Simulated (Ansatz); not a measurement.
# What WC (Fm-3m) distorts into, part 2 of 2

Which phase does WC (Fm-3m) fall into along its unstable mode, and how much energy does it gain?

Ansatz 0.2.0; DFT PBEsol, scalar-relativistic, plane waves, PAW; PAW set soft_1.

So far, highest frequency on the path or at a solved wavevector (cm⁻¹): step 2 (phonons on a q mesh) 693. Also lowest frequency on the path (cm⁻¹): step 2 -156.

### Step 6. Relaxation from the frozen mode

Starting from the lowest point found, all atoms and the cell are let go, so that strain and other modes of the same symmetry can join in.

input.yaml reads:

```yaml
crystal:
  lattice:
    - [0.0, -2.1727831059, -2.1727831059]
    - [0.0, 2.1727831059, -2.1727831059]
    - [4.3455662117, 0.0, 0.0]
  atoms:
    - { symbol: W, position: [0.5, 0.5, 0.5159824603] }
    - { symbol: W, position: [0.0, 0.0, -0.0159824603] }
    - { symbol: C, position: [0.5, 0.5, 0.0184095688] }
    - { symbol: C, position: [0.0, 0.0, 0.4815904312] }
kpoints:
  mp_grid: { grid: [14, 14, 10] }
hamiltonian:
  xc: pbesol
  pseudopotentials: { kind: paw, azcp: { folder: soft_1 }, xc_functional: pbe }
scf:
  occupations: { method: methfessel_paxton, width: 0.2 }
output:
  forces: true
  stress: true
  eigenvalues: true
relax:
  adjacent_minimum: "off"
  f_tol: 0.002
  max_steps: 120
  cell: { stress_tol: 0.03 }
```

Launch:

```sh
$ ansatz run input.yaml --threads 4 --pin off --max-ram 10240MiB --backend cpu --events-out ev --progress --plain --runs-dir out
```

Numbers of over 12 decimals in the logs are rounded to 6 here.

Log:

```text
[...]
Crystal: 4 atoms, lattice volume = 41.031 Å³
Basis set: ecut = 420 eV, 799 PW (Γ), exchange–correlation on 48×48×60 points (8 copies of the dense FFT grid, shifted against one another)
Bands: 22, of which v1, the nominal top of the filled ones, is band 18 counted from 1 (17 counted from 0)
Symmetry: 16 space group operations
[...]
k-points: 216 of 1960
[...]
SCF iter   1: F=—  HF=-21010.690984 eV  |F-HF|=—  |Δ(HF+E_count)|=         —  Δρ=1.43e-1  dr2=1.16e1  ethr=3.10e-3  ⟨swp⟩=5.0  Hψ=44262  notcnv=0
[...]
SCF iter   7: F=-21007.732023 eV  HF=-21007.732023 eV  |F-HF|=1.34e-8  |Δ(HF+E_count)|=   1.72e-7  S|Δr|=    0.00e0  Δρ=5.92e-6  dr2=2.02e-8  ethr=2.78e-10  ⟨swp⟩=9.2  Hψ=23283  notcnv=0
SCF 1 converged in 7 iterations: F = -21007.732023 eV  dr2 = 2.02e-8
[...]
relax step   1: F+E_penalty+E_count = -21007.73202328 eV  Δ(F+E_penalty+E_count) = +0.000e0 eV  max|allowed force component| = 5.124e-1 eV/Å  Δτ_max = 0.0000 Å  P = -0.211 GPa  Ω = 41.031 Å³  (7 SCF iters, dr2 threshold 1.00e-7 eV, accepted)
Crystal: 4 atoms, lattice volume = 40.926 Å³
Basis set: ecut = 420 eV, 807 PW (Γ), exchange–correlation on 48×48×60 points (8 copies of the dense FFT grid, shifted against one another)
Bands: 26, of which v1, the nominal top of the filled ones, is band 18 counted from 1 (17 counted from 0)
[...]
SCF iter   5: F=-21007.768720 eV  HF=-21007.768720 eV  |F-HF|=8.48e-9  |Δ(HF+E_count)|=   6.00e-7  S|Δr|=    0.00e0  Δρ=1.18e-5  dr2=3.75e-8  ethr=1.11e-9  ⟨swp⟩=5.2  Hψ=21667  notcnv=0
SCF 2 converged in 5 iterations: F = -21007.768720 eV  dr2 = 3.75e-8
relax step   2: F+E_penalty+E_count = -21007.76871967 eV  Δ(F+E_penalty+E_count) = -3.670e-2 eV  max|allowed force component| = 2.661e-1 eV/Å  Δτ_max = 0.0240 Å  P = +0.930 GPa  Ω = 40.926 Å³  energy of the carried Pulay correction = +1.533e-4 eV  (5 SCF iters, dr2 threshold 4.00e-7 eV, accepted)
Crystal: 4 atoms, lattice volume = 41.237 Å³
[...]
SCF iter   5: F=-21007.782225 eV  HF=-21007.782225 eV  |F-HF|=9.64e-8  |Δ(HF+E_count)|=   7.65e-7  S|Δr|=    0.00e0  Δρ=1.55e-5  dr2=1.45e-7  ethr=1.11e-9  ⟨swp⟩=5.2  Hψ=21733  notcnv=0
SCF 3 converged in 5 iterations: F = -21007.782225 eV  dr2 = 1.45e-7
relax step   3: F+E_penalty+E_count = -21007.78222536 eV  Δ(F+E_penalty+E_count) = -1.351e-2 eV  max|allowed force component| = 3.122e-1 eV/Å  Δτ_max = 0.0471 Å  P = -1.382 GPa  Ω = 41.237 Å³  energy of the carried Pulay correction = -3.016e-4 eV  (5 SCF iters, dr2 threshold 4.00e-7 eV, accepted)
[...]
relax step   4: F+E_penalty+E_count = -21007.78762876 eV  Δ(F+E_penalty+E_count) = -5.403e-3 eV  max|allowed force component| = 9.220e-2 eV/Å  Δτ_max = 0.0141 Å  P = -0.329 GPa  Ω = 41.127 Å³  energy of the carried Pulay correction = -1.415e-4 eV  (5 SCF iters, dr2 threshold 4.00e-7 eV, accepted)
[...]
relax step   5: F+E_penalty+E_count = -21007.78844095 eV  Δ(F+E_penalty+E_count) = -8.122e-4 eV  max|allowed force component| = 1.229e-2 eV/Å  Δτ_max = 0.0039 Å  P = +0.486 GPa  Ω = 41.036 Å³  energy of the carried Pulay correction = -7.434e-6 eV  (4 SCF iters, dr2 threshold 4.00e-7 eV, accepted)
[...]
relax step   6: F+E_penalty+E_count = -21007.78839974 eV  Δ(F+E_penalty+E_count) = +4.122e-5 eV  max|allowed force component| = 1.781e-3 eV/Å  Δτ_max = 0.0003 Å  P = -0.219 GPa  Ω = 41.108 Å³  energy of the carried Pulay correction = -1.131e-4 eV  (3 SCF iters, dr2 threshold 4.00e-7 eV, accepted)
[...]
relax step   7: F+E_penalty+E_count = -21007.78844895 eV  Δ(F+E_penalty+E_count) = -4.921e-5 eV  max|allowed force component| = 2.600e-4 eV/Å  Δτ_max = 0.0001 Å  P = -0.002 GPa  Ω = 41.086 Å³  energy of the carried Pulay correction = -8.043e-5 eV  (3 SCF iters, dr2 threshold 1.53e-7 eV, accepted)
[...]
relax step   8: F+E_penalty+E_count = -21007.78882758 eV  Δ(F+E_penalty+E_count) = -3.786e-4 eV  max|allowed force component| = 2.393e-4 eV/Å  Δτ_max = 0.0000 Å  P = +0.001 GPa  Ω = 41.086 Å³  stress off target by 6.26e-2 GPa  SCF on the basis re-selected at this cell (its energy is not comparable with the rows above)  (5 SCF iters)
[...]
relax step   9: F+E_penalty+E_count = -21007.78882963 eV  Δ(F+E_penalty+E_count) = -2.052e-6 eV  max|allowed force component| = 5.563e-4 eV/Å  Δτ_max = 0.0003 Å  P = +0.000 GPa  Ω = 41.087 Å³  energy of the carried Pulay correction = -7.360e-7 eV  (3 SCF iters, dr2 threshold 9.81e-9 eV, accepted)
[...]
SCF iter   5: F=-21007.788829 eV  HF=-21007.788829 eV  |F-HF|=1.09e-11  |Δ(HF+E_count)|=  3.64e-12  S|Δr|=    0.00e0  Δρ=2.38e-8  dr2=2.03e-13  ethr=1.00e-12  ⟨swp⟩=5.1  Hψ=20079  notcnv=0
SCF 10 converged in 5 iterations: F = -21007.788829 eV  dr2 = 2.03e-13
relax step  10: F+E_penalty+E_count = -21007.78882913 eV  Δ(F+E_penalty+E_count) = +5.009e-7 eV  max|allowed force component| = 5.436e-4 eV/Å  Δτ_max = 0.0000 Å  P = +0.000 GPa  Ω = 41.087 Å³  stress off target by 3.70e-3 GPa  SCF on the basis re-selected at this cell (its energy is not comparable with the rows above)  (5 SCF iters)
basis re-selected at this cell: Δ(F+E_penalty+E_count) = +5.009e-7 eV, ΔP = -0.000 GPa vs the last step (what re-selecting the basis moved, of the pressure what is left beyond the Pulay correction that the steps carried, after the strain that the cell walked since its last selection, with what the two solves' SCF thresholds leave and, on support functions, any second-order correction that the steps lacked; it is no m [...]
SCF converged after 5 iterations
[...]
Free energy (F): -21007.788829 eV
[...]
Internal energy: -21007.790428 eV  (E = F + TS)
E sigma→0 (E₀):  -21007.789229 eV
Entropy (-TS):   0.001598 eV (0.400 meV/atom)
Fermi energy:    21.848472 eV
[...]
--- Forces (eV/Å), atoms counted from 1 ---
  atom   1  W      0.00054359    -0.00000000    -0.00000000
  atom   2  W     -0.00054359     0.00000000     0.00000000
  atom   3  C      0.00005440     0.00000000     0.00000000
  atom   4  C     -0.00005440    -0.00000000    -0.00000000
  max |Σ_I F_I| component: 1.39e-17 eV/Å
--- Stress (GPa, compression-positive) ---
       -0.003697      -0.000000      -0.000000
       -0.000000       0.002350      -0.000000
       -0.000000      -0.000000       0.002350
  P = ⅓ Tr σ = 0.0003 GPa (0.003 kbar)
--- Band table (eV; the first three rows and the last of 216) ---
  k-point 0: bands = [... 14 lower, 19.0154, 20.2682, 20.2682, 20.8488, 20.8488, 21.0082, 21.2117, 21.4785, ... 4 higher]
  k-point 1: bands = [... 14 lower, 18.9258, 19.7563, 20.1959, 20.1959, 21.0219, 21.0219, 21.2402, 22.7503, ... 4 higher]
  k-point 2: bands = [... 14 lower, 18.6803, 18.6827, 20.0206, 20.0206, 21.3211, 21.4319, 21.4319, 22.9538, ... 4 higher]
  k-point 215: bands = [... 14 lower, 16.7668, 16.7668, 20.4221, 20.4221, 24.6452, 24.6452, 24.6630, 24.6630, ... 4 higher]
--- Relaxed structure (8 steps of the walk, 8 accepted, 2 SCFs on fresh bases) ---
  F+E_penalty+E_count = -21007.78882913 eV   max|allowed force component| = 5.436e-4 eV/Å   (the final SCF, on the basis selected at the relaxed cell)
  cell:  # Å, volume = 41.0868 Å³
    - [8.700092503427582e-19, -2.145528, -2.145528]
    - [8.700092503426685e-19, 2.145528, -2.145528]
    - [4.462767, 0, -1.7400185006453847e-18]
  atoms:
    - { symbol: W, position: [0.5, 0.5, 0.530042] }
    - { symbol: W, position: [-3.902206796442906e-19, -3.9022067964429206e-19, -0.030042] }
    - { symbol: C, position: [0.5, 0.5, 0.027726] }
    - { symbol: C, position: [-2.5859584559847643e-19, -2.585958455984734e-19, 0.472274] }
```

The job ended after 29 s (4 threads of Arm Neoverse V1, shared host; peak memory 0.49 GiB).

Step by step:

| step | energy less that of the first step (eV) | largest force component (eV/Å) | pressure (GPa) | volume (Å³) |
| --- | --- | --- | --- | --- |
| 1 | 0.0000 | 0.5124 | -0.21 | 41.03 |
| 2 | -0.0367 | 0.2661 | 0.93 | 40.93 |
| 3 | -0.0502 | 0.3122 | -1.38 | 41.24 |
| 4 | -0.0556 | 0.0922 | -0.33 | 41.13 |
| 5 | -0.0564 | 0.0123 | 0.49 | 41.04 |
| 6 | -0.0564 | 0.0018 | -0.22 | 41.11 |
| 7 | -0.0564 | 0.0003 | 0.00 | 41.09 |
| 8* | -0.0568 | 0.0002 | 0.00 | 41.09 |
| 9 | -0.0568 | 0.0006 | 0.00 | 41.09 |
| 10* | -0.0568 | 0.0005 | 0.00 | 41.09 |

Relaxation steps marked * repeat the geometry before them on a plane-wave basis chosen anew for their cell, so energy and pressure can jump there.

The run keeps the 16 symmetry operations that it works with, so distortions that break them were not tested.

| conventional cell, symmetrised | before | after | change |
| --- | --- | --- | --- |
| a (Å) | 3.073 | 3.034 | -1.3 % |
| b (Å) | 3.073 | 3.034 | -1.3 % |
| c (Å) | 4.346 | 4.463 | +2.7 % |
| volume (Å³/atom) | 10.26 | 10.27 | +0.1 % |

The atoms that moved most (Å, as changes of fractional coordinates times the final cell):

| atom | dx | dy | dz | length |
| --- | --- | --- | --- | --- |
| W1 | 0.063 | 0.000 | 0.000 | 0.063 |
| W2 | -0.063 | 0.000 | 0.000 | 0.063 |
| C4 | -0.042 | 0.000 | 0.000 | 0.042 |
| C3 | 0.042 | 0.000 | 0.000 | 0.042 |

The relaxed structure:

```xyz
4
Lattice="0.0000 -2.1455 -2.1455 0.0000 2.1455 -2.1455 4.4628 0.0000 0.0000" Properties=species:S:1:pos:R:3 pbc="T T T"
W     2.3655    0.0000   -2.1455
W    -0.1341    0.0000    0.0000
C     0.1237    0.0000   -2.1455
C     2.1076    0.0000    0.0000
```

This step gave:

```
pressure        : 3.34e-4 GPa
volume per atom : 10.27 Å³
```

The distorted start has space group P4/nmm; the relaxation ends in P4/nmm.

### Step 7. The new phase in its own primitive cell

The relaxed structure is symmetrised, reduced to its primitive cell and relaxed tightly, as its phonons need.

input.yaml, the sections that differ from step 6:

```yaml
crystal:
  lattice:
    - [3.0342346105, 0.0, 0.0]
    - [0.0, 3.0342346105, 0.0]
    - [0.0, 0.0, 4.4627674592]
  atoms:
    - { symbol: W, position: [0.0, 0.5, 0.280041642] }
    - { symbol: W, position: [0.5, 0.0, 0.719958358] }
    - { symbol: C, position: [0.0, 0.5, 0.777726466] }
    - { symbol: C, position: [0.5, 0.0, 0.222273534] }
relax:
  adjacent_minimum: "off"
  f_tol: 0.001
  max_steps: 60
  cell: { stress_tol: 0.01 }
# kpoints, hamiltonian, scf, output: as in step 6
```

Log:

```text
[...]
Crystal: 4 atoms, lattice volume = 41.087 Å³
Basis set: ecut = 420 eV, 807 PW (Γ), exchange–correlation on 48×48×60 points (8 copies of the dense FFT grid, shifted against one another)
Bands: 22, of which v1, the nominal top of the filled ones, is band 18 counted from 1 (17 counted from 0)
Symmetry: 16 space group operations
[...]
k-points: 216 of 1960
[...]
--- Relaxed structure (1 steps of the walk, 1 accepted, 1 SCFs on fresh bases) ---
[...]
cell:  # Å, volume = 41.0868 Å³
    - [3.0342346105, 0.0, 0.0]
    - [0.0, 3.0342346105, 0.0]
    - [0.0, 0.0, 4.4627674592]
  atoms:
    - { symbol: W, position: [0.0, 0.5, 0.280041642] }
    - { symbol: W, position: [0.5, 0.0, 0.719958358] }
    - { symbol: C, position: [0.0, 0.5, 0.777726466] }
    - { symbol: C, position: [0.5, 0.0, 0.222273534] }
[key lines of the parts left out:]
SCF converged after 5 iterations
Free energy (F): -21007.788829 eV
Fermi energy:    21.848472 eV
P = ⅓ Tr σ = 0.0003 GPa (0.003 kbar)
```

Wall time 7.8 s (4 threads); peak memory 0.48 GiB; 30 s of CPU time.

Little changed from the start: no atom moved by 0.005 Å and no cell edge by 0.1 %.

Numbers from this step:

```yaml
pressure: 3.33e-4 GPa
```

The largest force component left is 0.54 meV/Å and the pressure is 0.000 GPa, within the tolerances set. The cell now holds 10.27 Å³/atom.

### Step 8. Modes of the new phase, k-mesh 14×14×10

A relaxed structure may still be a saddle point, so its zone-centre modes are computed. No field response is asked, since the mesh shows no gap.

Changes to input.yaml since step 7:

```diff
@@ -18,9 +18,4 @@
 output:
-  forces: true
-  stress: true
   eigenvalues: true
-relax:
-  adjacent_minimum: "off"
-  f_tol: 0.001
-  max_steps: 60
-  cell: { stress_tol: 0.01 }
+phonons:
+  method: dfpt
```

Log:

```text
zone centre: on kpoints.mp_grid the ground state, and the responses unless they are solved on pairs of k-points, stand on 384 of the mesh's 1960 k-points, reduced under 4 symmetry operations, with k and −k counted as one. Each operation leaves every solved displacement unchanged or reverses it
[...]
Crystal: 4 atoms, lattice volume = 41.087 Å³
Basis set: ecut = 420 eV, 807 PW (Γ), exchange–correlation on 48×48×60 points (8 copies of the dense FFT grid, shifted against one another)
Bands: 22, of which v1, the nominal top of the filled ones, is band 18 counted from 1 (17 counted from 0)
Symmetry: 16 space group operations
k-points: 384 of 1960 (irreducible under 4 space group operations, time reversal used)
[...]
SCF iter   1: F=—  HF=-21010.660119 eV  |F-HF|=—  |Δ(HF+E_count)|=         —  Δρ=1.42e-1  dr2=1.13e1  ethr=3.10e-3  ⟨swp⟩=5.0  Hψ=78034  notcnv=0
[...]
SCF iter  10: F=-21007.788829 eV  HF=-21007.788829 eV  |F-HF|=0.00e0  |Δ(HF+E_count)|=    0.00e0  S|Δr|=    0.00e0  Δρ=2.18e-8  dr2=1.49e-13  ethr=1.00e-12  ⟨swp⟩=10.1  Hψ=43248  notcnv=0
SCF 1 converged in 10 iterations: F = -21007.788829 eV  dr2 = 1.49e-13
[...]
DFPT response loops at Γ: preconditioner auto → Kerker (q_TF=auto, 2.669 Å⁻¹) (partly filled bands, converged f_vac=0.000); β = 1.00, the filter's whole step (`scf.mixing.beta` (0.50) is not read by the response loops under this deck's `scf.mixing.preconditioner`; to damp them name `kerker` or `kerker_dos`, under which they read `scf.mixing.beta`, and type it under 1.00, their step now; both keys bind the ground state too); Broyden in place of MSR1
SCF converged after 10 iterations
[...]
Free energy (F): -21007.788829 eV
[...]
Internal energy: -21007.790428 eV  (E = F + TS)
E sigma→0 (E₀):  -21007.789229 eV
Entropy (-TS):   0.001598 eV (0.400 meV/atom)
Fermi energy:    21.848472 eV
[...]
--- Band table (eV; the first three rows and the last of 384) ---
  k-point 0: bands = [... 14 lower, 19.0154, 20.2682, 20.2682, 20.8488, 20.8488, 21.0082, 21.2117, 21.4785, ... 4 higher]
  k-point 1: bands = [... 14 lower, 18.9258, 19.7563, 20.1959, 20.1959, 21.0219, 21.0219, 21.2402, 22.7503, ... 4 higher]
  k-point 2: bands = [... 14 lower, 18.6803, 18.6827, 20.0206, 20.0206, 21.3211, 21.4319, 21.4319, 22.9538, ... 4 higher]
  k-point 383: bands = [... 14 lower, 16.7668, 16.7668, 20.4221, 20.4221, 24.6452, 24.6452, 24.6630, 24.6630, ... 4 higher]
--- Phonons (Γ-DFPT): 4 representative perturbations + reference, on 384 of 1960 k-points (Σ response iterations 12) ---
  k mesh reduced under 4 symmetry operations, with k and −k counted as one. Each operation leaves every solved displacement unchanged or reverses it
  ASR residual: 1.497e-5 → 0.000e0 eV/Å²; symmetrization residual: 1.472e-6 eV/Å²
  ASR residual per site (eV/Å²): 3.77e-6 3.77e-6 1.50e-5 1.50e-5
  Γ frequencies (cm⁻¹): 0.00 0.00 0.00 73.69 73.69 174.88 346.48 493.72 493.72 526.49 537.31 537.31
  non-analytic LO–TO correction: not included (Born effective charges unavailable; polar crystals: no LO–TO splitting at Γ)
```

Elapsed: 47 s, on 4 threads; peak memory 1.4 GiB.

Numbers from this step:

```yaml
sum_rule_residual_before_enforcement: 1.50e-5 eV/Å²
point_group: 4/mmm
highest_optical_mode_at_the_zone_centre_no_lo_to_term: 537.3 cm⁻¹
lowest_optical_zone_centre_mode: 73.69 cm⁻¹
```

Patterns of degenerate modes are one choice out of their space. Modes at Γ, with each element's share of the kinetic energy:

| mode | frequency (cm⁻¹) | symmetry | W % | C % |
| --- | --- | --- | --- | --- |
| 1 | 0.0 | acoustic | 94 | 6 |
| 2 | 0.0 | acoustic | 94 | 6 |
| 3 | 0.0 | acoustic | 94 | 6 |
| 4 | 73.7 | Eg | 96 | 4 |
| 5 | 73.7 | Eg | 96 | 4 |
| 6 | 174.9 | A1g | 98 | 2 |
| 7 | 346.5 | A2u | 6 | 94 |
| 8 | 493.7 | Eu | 6 | 94 |
| 9 | 493.7 | Eu | 6 | 94 |
| 10 | 526.5 | A1g | 2 | 98 |
| 11 | 537.3 | Eg | 4 | 96 |
| 12 | 537.3 | Eg | 4 | 96 |

Displacements in mode 4 (73.7 cm⁻¹), the largest set to 1:
```
W1   0.00 -1.00  0.00
W2   0.00  1.00  0.00
C3   0.00  0.80  0.00
C4   0.00 -0.80  0.00
```

Displacements in mode 10 (526.5 cm⁻¹), the largest set to 1:
```
W1   0.00  0.00  0.04
W2   0.00  0.00 -0.04
C3   0.00  0.00 -1.00
C4   0.00  0.00  1.00
```

Before it was imposed, the acoustic sum rule was missed by 1.5e-5 eV/Å². Small misses are needed for a sound result but don't prove that mesh and cutoff are converged. The lowest optical mode is real, 73.7 cm⁻¹.

### Step 9. Results

- unstable mode of the parent: q = (0, -0.5, -0.5), 156i cm⁻¹
- depth at the lowest point sampled: 12.0 meV/atom
- largest atomic shift at that point: 0.08 Å
- space group reached (within 0.01 Å): P4/nmm
- energy gained over the parent (first relaxation, on the mesh of the frozen mode): 26.5 meV/atom
- volume per atom, phase reached: 10.3 Å³
- lowest optical zone-centre mode, phase reached: 73.7 cm⁻¹
- highest optical mode at the zone centre (no LO-TO term), phase reached: 537 cm⁻¹

In words: Along this mode the structure falls into P4/nmm, 26.5 meV/atom below the parent. At the parent's cell the well is 12.03 meV/atom deep on the steps tried, with its lowest point at a shift of 0.08 Å. Relaxing atoms and cell changes the gain by +14.46 meV/atom against the lowest step (energies at zero smearing). The new phase has no imaginary mode at the zone centre of its cell; other wavevectors were not checked. Of the 4 patterns followed to their end from this parent, this one reaches the lowest energy. Each path keeps the symmetry of its pattern, so a lower phase may lie along a pattern not tried. With no gap, or one that is small against the smearing, the frequencies hang on the k mesh and the smearing, most of all near Kohn anomalies. Spin-orbit coupling is left out, which can matter for the heavy elements here. The PAW files were made for PBE and serve the other functionals too.

[Logs are printed without paths, hosts, clocks, repeated set-up lines and the standing remarks that a program may print on its own settings, such as how far it seeks lower states.]

[Hosts, paths, dates, database ids (printed as entryN), source tags and the programs' standing remarks are cut or masked in the printed files.]
